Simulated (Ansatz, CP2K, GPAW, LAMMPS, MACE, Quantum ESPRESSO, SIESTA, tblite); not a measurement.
# Amorphous 29Ga2O3-71GeO2 (mol %) (86 atoms), the geometry as built

86 atoms (14 Fe, 17 Ge, 55 O) placed at random at 3.54 g/cm³, melted at 5000 K for 10 ps at fixed volume with the Morse and Coulomb pair potential with partial charges (Pedone, Malavasi, Menziani, Cormack and Segre, J. Phys. Chem. B 110, 11780 (2006)). Quenched from 5000 K to 300 K at 100 K/ps and fixed volume, held 5 ps, then minimised at fixed cell. Then Fe was replaced by Ga and the cell scaled by 1.006 (the potential has no terms for the new elements, so the cell is a start for a DFT relaxation).

This is the geometry as built. Method: Kohn-Sham DFT, PBE, PseudoDojo 0.4.1 norm-conserving pseudopotentials (converted to PSML), numerical atomic orbitals (TZP), diagonalisation; shift 0.01 Ry; mesh 500 Ry; levels smeared at 580 K; far from plane-wave PBE on this cell, through basis, grid or potentials (SIESTA 5.4.2); Γ point; density 3.71 g/cm³.

Extended XYZ; positions in Å, forces in eV/Å, q the Hirshfeld charge in e:

```xyz
86
Lattice="11.142 0.000 0.000 0.000 11.142 0.000 0.000 0.000 11.142" Properties=species:S:1:pos:R:3:charge:R:1:forces:R:3 pbc="T T T"
Ga 9.002 3.279 6.398 0.43 -0.691 -0.235 -0.150
Ga 8.914 10.572 9.692 0.50 -0.214 -0.947 -0.248
Ga 9.956 6.596 2.277 0.56 0.335 -0.206 -1.119
Ga 10.732 2.377 8.827 0.50 1.392 0.981 0.339
Ga 5.110 2.273 2.528 0.52 -0.139 -0.286 -0.040
Ga 0.761 10.753 9.601 0.52 1.369 -0.405 -0.896
Ga 10.235 1.299 0.956 0.49 0.615 0.137 1.860
Ga 10.487 10.251 3.635 0.49 -0.032 1.314 -0.158
Ga 5.336 0.852 8.841 0.56 -0.745 0.705 -1.378
Ga 9.968 7.043 5.569 0.49 -0.555 -0.063 0.789
Ga 10.715 9.822 6.616 0.46 -0.051 0.200 -0.203
Ga 2.737 10.875 6.965 0.51 -0.554 -0.427 -1.035
Ga 8.103 1.572 3.791 0.51 -0.295 0.621 0.563
Ga 8.194 5.017 4.542 0.48 -0.595 -0.911 0.553
Ge 3.805 9.317 9.695 0.57 -0.188 -0.518 -0.232
Ge 7.725 0.048 7.022 0.51 -1.094 -0.066 -0.492
Ge 0.662 5.080 10.702 0.57 -0.624 -0.295 -0.682
Ge 10.476 7.445 9.012 0.56 -0.971 -1.298 0.774
Ge 5.146 10.156 1.559 0.56 -0.084 0.064 0.946
Ge 2.695 2.869 9.582 0.57 -0.260 0.086 -0.707
Ge 1.568 5.964 4.045 0.59 1.400 -0.767 0.302
Ge 8.138 4.866 9.362 0.57 0.739 1.250 -0.659
Ge 8.301 9.777 1.899 0.53 -0.873 -0.143 -0.753
Ge 5.792 2.674 5.750 0.53 0.439 0.639 1.028
Ge 3.633 8.746 4.220 0.57 1.274 0.387 0.923
Ge 0.654 1.736 5.579 0.54 1.069 -0.720 -0.644
Ge 8.005 3.902 1.551 0.55 -0.316 -0.827 -0.809
Ge 1.633 3.025 2.555 0.55 -0.088 -0.712 0.553
Ge 5.411 6.606 8.242 0.59 0.325 0.026 -0.939
Ge 3.195 4.535 6.630 0.59 1.446 -0.362 0.577
Ge 6.758 8.195 5.603 0.57 -1.280 0.469 0.730
O 8.558 5.243 2.588 -0.24 0.640 2.095 1.385
O 11.008 0.228 5.178 -0.29 -1.537 -2.715 -0.455
O 5.738 1.489 7.027 -0.31 -0.097 -1.921 1.883
O 2.172 1.344 6.257 -0.33 2.525 -0.280 1.113
O 4.294 3.514 5.720 -0.30 -1.530 0.155 -1.484
O 2.177 4.164 10.653 -0.28 1.803 0.784 1.767
O 7.973 7.123 4.923 -0.28 1.910 -1.150 -1.046
O 8.728 2.302 1.736 -0.28 0.866 -2.044 0.230
O 1.516 1.570 9.392 -0.30 -2.323 -1.372 -0.432
O 2.007 5.235 5.577 -0.29 -1.141 -0.108 1.092
O 1.003 10.386 7.705 -0.30 -0.025 -0.141 0.323
O 9.488 5.206 6.026 -0.32 -0.452 0.460 -1.169
O 4.044 10.538 8.400 -0.26 0.864 1.696 -1.585
O 6.430 3.612 2.178 -0.34 -2.086 -0.015 0.638
O 8.533 10.588 0.406 -0.31 0.530 1.815 -2.761
O 10.337 8.892 4.953 -0.30 0.356 0.279 0.683
O 1.791 4.749 2.856 -0.29 0.575 1.054 -1.603
O 8.576 10.893 3.260 -0.26 0.259 1.063 1.892
O 8.574 3.499 8.329 -0.30 0.858 -1.725 -0.805
O 2.176 9.621 10.084 -0.33 -2.592 -0.116 1.062
O 4.735 9.889 11.035 -0.29 0.985 0.381 -0.518
O 3.993 9.614 2.743 -0.29 -1.589 0.009 -0.327
O 10.250 0.859 10.019 -0.22 0.223 -0.591 0.387
O 6.133 1.864 4.241 -0.27 0.037 -1.467 -2.600
O 0.640 6.508 9.639 -0.30 2.411 0.633 -0.462
O 2.990 9.711 5.497 -0.35 -0.936 0.821 1.113
O 6.427 7.499 7.155 -0.32 0.917 0.177 1.024
O 2.535 7.405 3.946 -0.30 -0.100 0.335 -0.885
O 4.517 7.832 9.137 -0.30 -0.410 -0.427 0.833
O 4.246 5.758 7.292 -0.31 -0.318 0.807 -0.292
O 11.008 6.401 3.942 -0.25 -2.168 0.831 -0.056
O 5.238 8.242 4.777 -0.31 0.085 -0.819 -0.793
O 6.975 3.964 5.749 -0.31 1.899 1.945 0.626
O 10.884 3.912 9.809 -0.34 -2.008 -1.275 -1.008
O 4.221 2.075 9.691 -0.33 2.370 -0.750 0.799
O 9.352 8.432 2.194 -0.31 1.787 -2.115 0.738
O 8.189 1.377 6.048 -0.29 0.710 1.917 -1.806
O 0.519 2.550 1.320 -0.33 -0.840 -0.087 -1.534
O 7.267 9.823 6.059 -0.30 -0.158 -0.194 -1.322
O 8.997 3.158 4.333 -0.32 0.330 -0.313 0.548
O 6.643 9.338 1.915 -0.30 -0.526 -2.141 0.497
O 10.932 5.742 0.901 -0.34 -0.944 0.805 2.001
O 0.920 2.505 4.078 -0.30 -0.913 0.576 0.324
O 10.520 7.829 7.309 -0.27 0.243 0.761 -3.018
O 5.556 0.657 1.721 -0.34 0.509 2.414 -0.034
O 6.516 5.488 8.994 -0.30 -0.652 -0.869 0.924
O 10.915 10.986 1.980 -0.37 0.241 -0.223 -0.102
O 7.147 0.039 8.729 -0.26 -0.831 0.220 2.088
O 9.125 6.334 9.220 -0.32 -0.954 0.353 0.175
O 10.261 9.069 9.666 -0.29 0.052 2.344 1.104
O 10.802 2.404 6.876 -0.25 -2.035 1.537 1.774
O 3.249 2.442 2.432 -0.34 2.250 -0.747 -0.356
O 2.646 3.703 8.039 -0.31 -1.257 0.155 -0.526
O 9.312 10.668 7.627 -0.29 1.422 -0.562 1.602
O 8.091 4.350 11.033 -0.30 0.009 0.062 -0.442
```

The quench rate of 100 K/ps is many orders above laboratory rates, so the cell is likely richer in defects and strain than a real sample. The network of bonds at the start is that of the classical potential that made the cell, and needn't be the one that DFT or experiment would give. Only the Γ point is sampled, in a cell whose shortest periodic width is 11 Å.

The r.m.s. force component is 1.08 eV/Å; the longest force, 3.35 eV/Å, acts on O46.

[Logs are printed without paths, hosts, clocks, repeated set-up lines and the standing remarks that a program may print on its own settings, such as how far it seeks lower states.]

[Hosts, paths, dates, database ids (printed as entryN), source tags and the programs' standing remarks are cut or masked in the printed files.]
